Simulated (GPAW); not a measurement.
# The basis that the transmission of methoxybenzenedithiol between two Al chains needs, part 2 of 2

Aim: T(E), conductance and thermopower of methoxybenzenedithiol between two Al chains, and what cheaper settings cost in accuracy.

GPAW 26.7.0; GPAW LCAO, PAW setups; Landauer transmission from Green's functions with principal layers (ASE), zero bias.

So far, transmission at the Fermi level (one spin): step 2 (GPAW, dzp) 0.0855; step 3 (basis szp(dzp)) 0.103; step 4 (basis sz(dzp)) 0.141. Also open channels of the lead at the Fermi level (one spin): step 2 2; step 3 2.

## (5) RPBE in the dzp basis: xc = "RPBE"

Back in the dzp basis, the functional changes from PBE to RPBE, to set the spread between functionals beside that between bases.

run.py reads:

```python
import json
import numpy as np
from ase import Atoms
from ase.transport.calculators import TransportCalculator
from gpaw import GPAW, FermiDirac
from gpaw.lcao.tools import get_lcao_hamiltonian
from scipy.linalg import eigh

# The junction with lead layers at both ends, along the third cell vector
device = Atoms(
    ['Al', 'Al', 'Al', 'Al', 'Al', 'Al', 'S', 'H', 'C', 'C', 'H', 'C', 'C', 'H', 'C', 'H', 'H', 'C', 'C', 'O', 'H', 'S', 'Al', 'Al', 'Al', 'Al', 'Al', 'Al'],
    positions=[
        [7.02463, 4.53925, 1.20000],
        [7.02463, 4.53925, 3.60000],
        [7.02463, 4.53925, 6.00000],
        [7.02463, 4.53925, 8.40000],
        [7.02463, 4.53925, 10.80000],
        [7.02463, 4.53925, 13.20000],
        [7.75599, 3.89015, 15.17073],
        [5.15797, 4.03198, 16.50094],
        [7.28937, 4.04201, 16.88269],
        [5.94408, 4.08729, 17.24986],
        [9.32072, 4.05166, 17.55370],
        [8.28296, 4.09680, 17.86823],
        [5.59098, 4.19895, 18.59542],
        [4.53819, 4.23399, 18.86722],
        [7.94000, 4.20833, 19.22151],
        [10.52475, 5.05164, 19.29212],
        [10.46980, 3.25000, 19.43546],
        [6.58017, 4.26148, 19.58368],
        [10.22734, 4.20307, 19.91683],
        [8.84678, 4.27225, 20.25135],
        [10.79925, 4.25975, 20.84802],
        [6.05604, 4.40505, 21.28881],
        [7.02463, 4.53925, 23.25956],
        [7.02463, 4.53925, 25.65956],
        [7.02463, 4.53925, 28.05956],
        [7.02463, 4.53925, 30.45956],
        [7.02463, 4.53925, 32.85956],
        [7.02463, 4.53925, 35.25956]],
    cell=[[14.04925, 0.0, 0.0], [0.0, 9.0785, 0.0], [0.0, 0.0, 36.45956]],
    pbc=True)

# One principal layer of the lead: the first 4 atoms of the device
lead = Atoms(
    ['Al', 'Al', 'Al', 'Al'],
    positions=[
        [7.02463, 4.53925, 1.20000],
        [7.02463, 4.53925, 3.60000],
        [7.02463, 4.53925, 6.00000],
        [7.02463, 4.53925, 8.40000]],
    cell=[[14.04925, 0.0, 0.0], [0.0, 9.0785, 0.0], [0.0, 0.0, 9.6]],
    pbc=True)

settings = dict(mode='lcao', basis='dzp', xc='RPBE', h=0.18,
                occupations=FermiDirac(0.1), maxiter=250,
                mixer=dict(beta=0.1, nmaxold=8, weight=100.0),
                convergence=dict(density=0.0001))
energies = np.arange(-3, 3 + 1e-9, 0.075)
eta = 0.0001
n1, n2 = 1, 1
# k and -k transmit alike, so half of the mesh across the current serves
mesh = [(i, j) for i in range(n1) for j in range(n2) if (i, j) <= (-i % n1, -j % n2)]
weights = np.array([1 if (i, j) == (-i % n1, -j % n2) else 2 for i, j in mesh]) / (n1 * n2)


def ground_state(atoms, size, txt):
    atoms.calc = GPAW(kpts={'size': size, 'gamma': True}, symmetry={'tolerance': 1e-3}, txt=txt, **settings)
    atoms.get_potential_energy()
    return atoms.calc.get_fermi_level()


def blocks(atoms, fermi, points, nz, cells):
    """H - E_F S and S between cell 0 and the cells above it, at each point across the current."""
    kz = np.arange(nz) / nz
    calc = atoms.calc.fixed_density(kpts=[(*k, z) for k in points for z in kz], symmetry='off', txt=None)
    H, S = get_lcao_hamiltonian(calc)
    H = (H - fermi * S).reshape(len(H), len(points), nz, *S.shape[1:])
    S = S.reshape(H.shape[1:])
    phases = [np.exp(-2j * np.pi * kz * R) / nz for R in cells]
    return [(np.einsum('skzij,z->ksij', H, p), np.einsum('kzij,z->kij', S, p)) for p in phases]


def pair(a, b):
    return np.block([[a, b], [b.T.conj(), a]])


def count_channels(h, s, cells, nk=240):
    """Half the number of times that the lead's bands cross each energy, unfolded to its shortest repeat."""
    b = len(h) // cells
    bands = []
    for k in (np.arange(nk + 1) + 0.5) / nk:
        hk, sk = h[:b, :b].copy(), s[:b, :b].copy()
        for R in range(1, cells):
            phase, block = np.exp(2j * np.pi * k * R), slice(R * b, (R + 1) * b)
            hk += h[:b, block] * phase + (h[:b, block] * phase).T.conj()
            sk += s[:b, block] * phase + (s[:b, block] * phase).T.conj()
        w, u = eigh(sk)
        x = u[:, w > 1e-5] / w[w > 1e-5]**0.5  # drop near-dependent combinations
        bands.append(np.r_[eigh(x.T.conj() @ hk @ x, eigvals_only=True), [1e9] * (w <= 1e-5).sum()])
    below = np.array(bands)[:, :, None] < energies
    return (below[1:] != below[:-1]).sum((0, 1)) / 2


fermi_lead = ground_state(lead, (1, 1, 12), 'lead.txt')
fermi_device = ground_state(device, (1, 1, 2), 'device.txt')
T, channels, eigen, tail, misfit, shifts = [], [], [], 0.0, 0.0, []
for first in range(0, len(mesh), 141):
    points = [(i / n1, j / n2) for i, j in mesh[first:first + 141]]
    (H0k, S0k), (H1k, S1k), (H2k, _) = blocks(lead, fermi_lead, points, 5, range(3))
    [(Hk, Sk)] = blocks(device, fermi_device, points, 2, [0])
    tail = max(tail, abs(H2k).max())
    for H0, S0, H1, S1, H, S in zip(H0k, S0k, H1k, S1k, Hk, Sk):
        n = len(S0)
        # Shift the lead onto the potential of the device's first layer
        shift = ((H[:, 0, 0] - H0[:, 0, 0]) / S0[0, 0]).real.mean()
        shifts.append(shift)
        misfit = max(misfit, abs(H[:, :n, :n] - H0 - shift * S0).max())
        Tk, Ck, Ek = [], [], []
        for s in range(len(H)):
            t = s % len(H0)  # a lead without moments serves both spins
            h1, s1 = pair(H0[t] + shift * S0, H1[t] + shift * S1), pair(S0, S1)
            leads = dict(h1=h1, s1=s1, energies=energies, eta=eta, eta1=eta, eta2=eta)
            calc = TransportCalculator(h=H[s], s=S, eigenchannels=3, **leads)
            Tk.append(calc.get_transmission())
            Ek.append(np.sort(calc.eigenchannels_ne, axis=0)[::-1])
            Ck.append(count_channels(h1, s1, 8))
        T.append(Tk)
        channels.append(Ck)
        eigen.append(Ek)
T, channels = np.array(T), np.array(channels)
mean, open_channels = np.einsum('kse,k->se', T, weights), np.einsum('kse,k->se', channels, weights)

print(f'basis functions: device {len(S)}, principal layer {n}')
print(f'Fermi level: lead {fermi_lead:.4f} eV, device {fermi_device:.4f} eV; lead shifted by {np.mean(shifts):.4f} eV')
print(f'largest coupling past the next layer {tail:.2e} eV, largest misfit of the first layer {misfit:.3f} eV')
print('  E-E_F (eV)   ' + 'T (one spin)  channels')
for e, t, c in zip(energies, mean.T, open_channels.T):
    print(f'{e:10.3f}  ', *[f'{x:11.4e}' for x in t], *[f'{x:9.4f}' for x in c])

kT = 8.617333e-5 * 500
fine = np.linspace(energies[0], energies[-1], 4001)
both = np.exp(np.interp(fine, energies, np.log(np.maximum(mean.sum(0) * 2 / len(mean), 1e-30))))
fermi = lambda mu: 1 / (1 + np.exp(np.clip((fine - mu) / kT, -200, 200)))
slope = fermi(0) * (1 - fermi(0)) / kT
G = np.trapezoid(both * slope, fine) / 2
seebeck = -np.trapezoid(both * slope * fine, fine) / (2 * G * 500) * 1e6
print(f'conductance at 500 K: {G:.5g} G0 a cell; thermopower {seebeck:.4g} uV/K')
bias = [0.1, 0.2, 0.5, 1.0, 1.5, 2.0]
current = [38.74 * np.trapezoid(both * (fermi(V / 2) - fermi(-V / 2)), fine) for V in bias]
for V, I in zip(bias, current):
    print(f'current from the zero-bias T(E) at {V} V: {I:.5g} uA')
zero = abs(energies).argmin()
json.dump(dict(energies=energies.tolist(), T=mean.tolist(), channels=open_channels.tolist(), G=G, seebeck=seebeck,
               bias=bias, current=current, tail=tail, misfit=misfit, shift=np.mean(shifts), n_device=len(S), n_lead=n,
               fermi=[fermi_lead, fermi_device], energy=device.get_potential_energy(),
               moments=device.get_magnetic_moments().tolist(), mesh=mesh, weights=weights.tolist(),
               T_k=T[:, :, zero].tolist(), eigen=np.array(eigen[0]).tolist()), open('result.json', 'w'))
```

Run with:

```
> OMP_NUM_THREADS=1 OPENBLAS_NUM_THREADS=1 python run.py
```

Output:

```text
basis functions: device 316, principal layer 52
Fermi level: lead -3.4564 eV, device -3.1358 eV; lead shifted by -0.0053 eV
largest coupling past the next layer 1.26e-15 eV, largest misfit of the first layer 0.051 eV
  E-E_F (eV)   T (one spin)  channels
    -3.000    1.7660e-02    1.0000
    -2.925    3.7377e-03    1.0000
    -2.850    2.4681e-02    1.0000
[...]
2.925    3.0626e-01    3.0000
     3.000    2.5773e-01    3.0000
conductance at 500 K: 0.078493 G0 a cell; thermopower -11.11 uV/K
current from the zero-bias T(E) at 0.1 V: 0.60542 uA
current from the zero-bias T(E) at 0.2 V: 1.1951 uA
current from the zero-bias T(E) at 0.5 V: 2.7695 uA
current from the zero-bias T(E) at 1.0 V: 4.7883 uA
current from the zero-bias T(E) at 1.5 V: 7.7012 uA
current from the zero-bias T(E) at 2.0 V: 8.9374 uA
```

Elapsed: 2.5 min, on 1 thread of Arm Neoverse V2, shared host; peak memory 2.4 GiB.

This step gave:

```
conductance                                    : 0.07849 G₀
thermopower                                    : -11.11 μV/K
largest coupling past the next principal layer : 1.26e-15 eV
largest misfit of the first principal layer    : 0.05112 eV
shift that aligns the lead                     : -0.005328 eV
basis functions of the junction                : 316
basis functions of a principal layer           : 52
transmission at the Fermi level (one spin)     : 0.08189
```

The conductance, 0.0785 G₀, lies 4.3 % below that of the dzp run.

## (6) Cost and result by level

Times are for 1 thread of Arm Neoverse V2, shared host. The series side by side:

```csv
no.,run,conductance (G₀),time,memory (GiB)
1,dzp,0.08199,2.3 min,2.4
2,szp,0.09941,2 min,2.4
3,sz,0.1380,90 s,2.2
4,dzp RPBE,0.07849,2.5 min,2.4
```

## (7) The levels side by side

The curves are compared point by point over the common energies.

This step: comparison of transmission and cost over codes and levels (GPAW 26.7.0).

Ladder, by row:

```csv
step,code,T at the Fermi level (sum over the listed spins),conductance (G0),r.m.s. T(E) from the first,wall time (s),peak memory (GiB),threads
dzp,GPAW,0.0855,0.08199,0,136.1,2.4,1
szp,GPAW,0.1026,0.09941,0.2511,120.9,2.36,1
sz,GPAW,0.1409,0.138,0.2301,90.21,2.18,1
dzp-RPBE,GPAW,0.08189,0.07849,0.06173,152.7,2.4,1
```

The transmission, zone mean, sum over the listed spins by energy, zero at the Fermi level:

```csv
energy (eV),dzp,szp,sz,dzp-RPBE
-3.0000,0.0178,0.0124,0.0477,0.0177
-2.7750,0.00617,0.00259,0.0101,0.00608
-2.4750,0.00148,4.7e-4,1.4e-4,0.00122
-2.2500,6.2e-5,9.2e-5,1.2e-5,6.0e-5
-2.0250,4.7e-6,1.8e-6,6.6e-6,4.9e-6
-1.7250,0.00189,2.9e-5,9.9e-13,0.00133
-1.5000,2.2e-5,4.6e-6,0,2.2e-5
-1.2750,9.8e-13,4.3e-14,0,7.3e-13
-0.9750,0,0,0,0
-0.7500,0,0,0,0
-0.5250,3.1e-13,7.0e-14,8.3e-13,2.8e-13
-0.2250,0.0472,0.0500,0.0695,0.0460
0.0000,0.0855,0.103,0.141,0.0819
0.2250,0.0841,0.124,0.197,0.0788
0.5250,0.136,0.409,0.0369,0.103
0.6000,0.241,0.0301,0.0452,0.147
0.7500,0.0421,0.0625,0.0867,0.157
0.9750,0.0547,0.134,0.122,0.0341
1.2750,0.0908,0.288,0.221,0.0829
1.5000,0.134,0.627,0.415,0.122
1.6500,0.184,0.996,0.740,0.166
1.7250,0.221,0.834,0.976,0.198
1.9500,0.434,0.983,0.941,0.381
2.0250,0.569,0.820,0.987,0.497
2.2500,0.992,0.379,0.525,1.02
2.4750,0.602,0.218,0.231,0.225
2.5500,1.01,0.191,0.181,0.945
2.7750,0.442,0.146,0.0984,0.495
3.0000,0.241,0.131,0.0641,0.258
```

## (8) Mixing 0.15

Mixing changes the road to self-consistency, not its end. The mixing history changes the road to self-consistency, not its end.

This step: GPAW LCAO, PAW setups; Landauer transmission from Green's functions with principal layers (ASE), zero bias (GPAW 26.7.0).

run.py: that of step 5 with these lines changed.

```diff
@@ -54,5 +54,5 @@
 
-settings = dict(mode='lcao', basis='dzp', xc='RPBE', h=0.18,
+settings = dict(mode='lcao', basis='dzp', xc='PBE', h=0.18,
                 occupations=FermiDirac(0.1), maxiter=250,
-                mixer=dict(beta=0.1, nmaxold=8, weight=100.0),
+                mixer=dict(beta=0.15, nmaxold=3, weight=100.0),
                 convergence=dict(density=0.0001))
```

Output:

```text
basis functions: device 316, principal layer 52
Fermi level: lead -3.5112 eV, device -3.1931 eV; lead shifted by -0.0063 eV
largest coupling past the next layer 1.12e-15 eV, largest misfit of the first layer 0.051 eV
  E-E_F (eV)   T (one spin)  channels
    -3.000    1.8032e-02    1.0000
    -2.925    4.1903e-03    1.0000
    -2.850    2.6296e-02    1.0000
    -2.775    6.2228e-03    1.0000
    -2.700    3.1069e-03    1.0000
    -2.625    1.8013e-03    1.0000
    -2.550    1.1987e-03    1.0000
    -2.475    1.4575e-03    1.0000
    -2.400    4.6998e-05    1.0000
    -2.325    9.3002e-05    1.0000
    -2.250    6.2685e-05    1.0000
    -2.175    3.5032e-05    1.0000
    -2.100    1.6172e-05    1.0000
    -2.025    4.8393e-06    1.0000
    -1.950    7.3845e-08    1.0000
    -1.875    5.0086e-06    1.0000
[...]
2.475    5.9285e-01    3.0000
     2.550    1.0093e+00    3.0000
     2.625    8.1327e-01    3.0000
     2.700    5.9307e-01    3.0000
     2.775    4.4355e-01    3.0000
     2.850    3.4684e-01    3.0000
     2.925    2.8346e-01    3.0000
     3.000    2.4109e-01    3.0000
conductance at 500 K: 0.081754 G0 a cell; thermopower -12.22 uV/K
current from the zero-bias T(E) at 0.1 V: 0.63065 uA
current from the zero-bias T(E) at 0.2 V: 1.2454 uA
current from the zero-bias T(E) at 0.5 V: 2.8968 uA
current from the zero-bias T(E) at 1.0 V: 5.1921 uA
current from the zero-bias T(E) at 1.5 V: 8.1841 uA
current from the zero-bias T(E) at 2.0 V: 9.1756 uA
```

The job ended after 4.7 min (1 thread; peak memory 2 GiB).

This step gave:

- conductance: 0.08175 G₀
- thermopower: -12.22 μV/K
- largest coupling past the next principal layer: 1.12e-15 eV
- largest misfit of the first principal layer: 0.05064 eV
- shift that aligns the lead: -0.006253 eV
- transmission at the Fermi level (one spin): 0.08522

One spin. Table of transmission, zone mean by energy, zero at the Fermi level:

```csv
energy (eV),"transmission, zone mean"
-3.00,0.0180
-2.85,0.0263
-2.70,0.00311
-2.55,0.00120
-2.33,9.3e-5
-2.17,3.5e-5
-2.02,4.8e-6
-1.88,5.0e-6
-1.73,0.00174
-1.57,5.8e-5
-1.35,2.7e-6
-1.20,0
-1.05,0
-0.90,0
-0.75,0
-0.60,0
-0.38,0.0226
-0.23,0.0470
-0.07,0.0762
0.00,0.0852
0.07,0.0879
0.23,0.0842
0.38,0.0881
0.60,0.240
0.75,0.0422
0.90,0.0337
1.05,0.0643
1.20,0.0810
1.35,0.102
1.57,0.155
1.73,0.220
1.88,0.338
2.02,0.568
2.17,0.952
2.25,0.994
2.33,0.583
2.55,1.01
2.70,0.593
2.85,0.347
3.00,0.241
```

Crossings of the lead's bands, unfolded to its shortest repeat. Table of open channels, zone mean by energy, zero at the Fermi level:

energy (eV), open channels, zone mean and a bar:
```
  -3.0000       1.00 ##########
  -2.7750       1.00 ##########
  -2.4750       1.00 ##########
  -2.2500       1.00 ##########
  -2.0250       1.00 ##########
  -1.7250       1.00 ##########
  -1.5000       1.00 ##########
  -1.2750       0.00 
  -0.9750       0.00 
  -0.7500       0.00 
  -0.5250       0.00 
  -0.2250       2.00 ####################
   0.0000       2.00 ####################
   0.2250       2.00 ####################
   0.5250       2.00 ####################
   0.7500       2.00 ####################
   0.9750       3.00 ##############################
   1.2750       3.00 ##############################
   1.5000       3.00 ##############################
   1.7250       3.00 ##############################
   2.0250       3.00 ##############################
   2.2500       3.00 ##############################
   2.4750       3.00 ##############################
   2.7750       3.00 ##############################
   3.0000       3.00 ##############################
```

Not self-consistent under bias; the bias window is split evenly. Current through one cell, from the zero-bias transmission against bias:

```csv
bias (V),"current through one cell, from the zero-bias transmission (μA)"
0.100,0.631
0.200,1.25
0.500,2.90
1.000,5.19
1.500,8.18
2.000,9.18
```

The transmission of the three most open eigenchannels by energy, zero at the Fermi level:

```csv
energy (eV),channel 1,channel 2,channel 3
-3.0000,0.0180,0,0
-2.7750,0.00622,0,0
-2.4750,0.00146,0,0
-2.2500,6.3e-5,0,0
-2.0250,4.8e-6,0,0
-1.7250,0.00174,0,0
-1.5000,2.2e-5,0,0
-1.2750,0,0,0
-0.9750,0,0,0
-0.7500,0,0,0
-0.5250,0,0,0
-0.2250,0.0465,4.9e-4,0
0.0000,0.0841,0.00111,0
0.2250,0.0830,0.00125,0
0.5250,0.134,0.00199,0
0.7500,0.0421,2.4e-5,4.5e-8
0.9750,0.0528,0.00182,3.0e-4
1.2750,0.0865,0.00370,5.6e-4
1.5000,0.127,0.00587,6.0e-4
1.7250,0.210,0.00914,6.0e-4
2.0250,0.551,0.0156,5.9e-4
2.2500,0.972,0.0215,5.6e-4
2.4750,0.559,0.0337,5.9e-4
2.7750,0.395,0.0484,5.5e-4
3.0000,0.179,0.0613,5.4e-4
```

The conductance, 0.0818 G₀, lies 0.3 % below that of the dzp run.

## (9) SCF mesh 1×1×1

The SCF mesh sets the Fermi level of the repeated cell.

run.py: that of step 8 with these lines changed.

```diff
@@ -56,3 +56,3 @@
                 occupations=FermiDirac(0.1), maxiter=250,
-                mixer=dict(beta=0.15, nmaxold=3, weight=100.0),
+                mixer=dict(beta=0.1, nmaxold=8, weight=100.0),
                 convergence=dict(density=0.0001))
@@ -105,3 +105,3 @@
 fermi_lead = ground_state(lead, (1, 1, 12), 'lead.txt')
-fermi_device = ground_state(device, (1, 1, 2), 'device.txt')
+fermi_device = ground_state(device, (1, 1, 1), 'device.txt')
 T, channels, eigen, tail, misfit, shifts = [], [], [], 0.0, 0.0, []
```

Output:

```text
basis functions: device 316, principal layer 52
Fermi level: lead -3.5112 eV, device -3.1921 eV; lead shifted by -0.0064 eV
largest coupling past the next layer 9.69e-16 eV, largest misfit of the first layer 0.052 eV
  E-E_F (eV)   T (one spin)  channels
    -3.000    1.7455e-02    1.0000
    -2.925    3.7211e-03    1.0000
    -2.850    2.2642e-02    1.0000
    -2.775    5.9907e-03    1.0000
    -2.700    3.0288e-03    1.0000
    -2.625    1.7679e-03    1.0000
    -2.550    1.1886e-03    1.0000
    -2.475    1.5692e-03    1.0000
    -2.400    5.3412e-05    1.0000
    -2.325    9.2148e-05    1.0000
    -2.250    6.1688e-05    1.0000
    -2.175    3.4382e-05    1.0000
    -2.100    1.5799e-05    1.0000
    -2.025    4.6495e-06    1.0000
    -1.950    4.8406e-08    1.0000
    -1.875    5.4275e-06    1.0000
[...]
2.475    6.2693e-01    3.0000
     2.550    1.0072e+00    3.0000
     2.625    8.0259e-01    3.0000
     2.700    5.8517e-01    3.0000
     2.775    4.3842e-01    3.0000
     2.850    3.4352e-01    3.0000
     2.925    2.8128e-01    3.0000
     3.000    2.3962e-01    3.0000
conductance at 500 K: 0.081715 G0 a cell; thermopower -11.96 uV/K
current from the zero-bias T(E) at 0.1 V: 0.63035 uA
current from the zero-bias T(E) at 0.2 V: 1.2448 uA
current from the zero-bias T(E) at 0.5 V: 2.8961 uA
current from the zero-bias T(E) at 1.0 V: 5.2039 uA
current from the zero-bias T(E) at 1.5 V: 8.1871 uA
current from the zero-bias T(E) at 2.0 V: 9.1724 uA
```

Wall time 1.8 min (1 thread); peak memory 2.4 GiB.

The run finished with changed settings (scf_mesh = [1, 1, 1]); it serves as a test.

The two runs compared:

```csv
quantity,this run,sound run,difference
conductance (G₀),0.081715,0.081985,-2.7e-4
thermopower (μV/K),-11.963,-11.971,0.00795
largest misfit of the first principal layer (eV),0.051569,0.052302,-7.3e-4
shift that aligns the lead (eV),-0.0064395,-0.0047063,-0.00173
transmission at the Fermi level (one spin),0.085174,0.085503,-3.3e-4
```

## (10) Outcome

```yaml
conductance: 0.0820 G₀
transmission_at_the_fermi_level_mean_of_the_spins: 0.0855
thermopower: -12.0 μV/K
open_channels_of_the_lead_there: 2
```

In the dzp basis the junction conducts 0.0820 G₀ at 500 K, with T = 0.0855 a spin at the Fermi level; no smaller basis tried comes within 10 % of that conductance. The scatterer reflects about 96 % of the incoming channels at the Fermi level. At the Fermi level one eigenchannel carries the current (0.084). The negative thermopower says that the thermally weighted transmission is larger above the Fermi level, as for electron-like transport. Measured against the first run (dzp), the nearest curve is that of dzp-RPBE (r.m.s. 0.062) and the farthest that of szp (0.25). Over the compared runs wall time goes from 90 s (sz) to 153 s (dzp-RPBE), on a shared host. The geometry was built from estimated bond lengths and not relaxed, so the numbers describe this model structure. Semilocal functionals put molecular levels too near the Fermi level, so such conductances usually come out too high, and chain electrodes have a sharper density of states than real ones. An evenly spaced straight chain is an idealisation: free chains tend to dimerise, zigzag or, where a band edge lies near the Fermi level, turn magnetic. The currents use the zero-bias T(E) throughout, which holds only while the bias is small against the distance to the nearest feature. The energy step is wider than the thermal energy, so the conductance and thermopower rest on interpolation of T(E).

[Logs are printed without paths, hosts, clocks, repeated set-up lines and the standing remarks that a program may print on its own settings, such as how far it seeks lower states.]

[Hosts, paths, dates, database ids (printed as entryN), source tags and the programs' standing remarks are cut or masked in the printed files.]
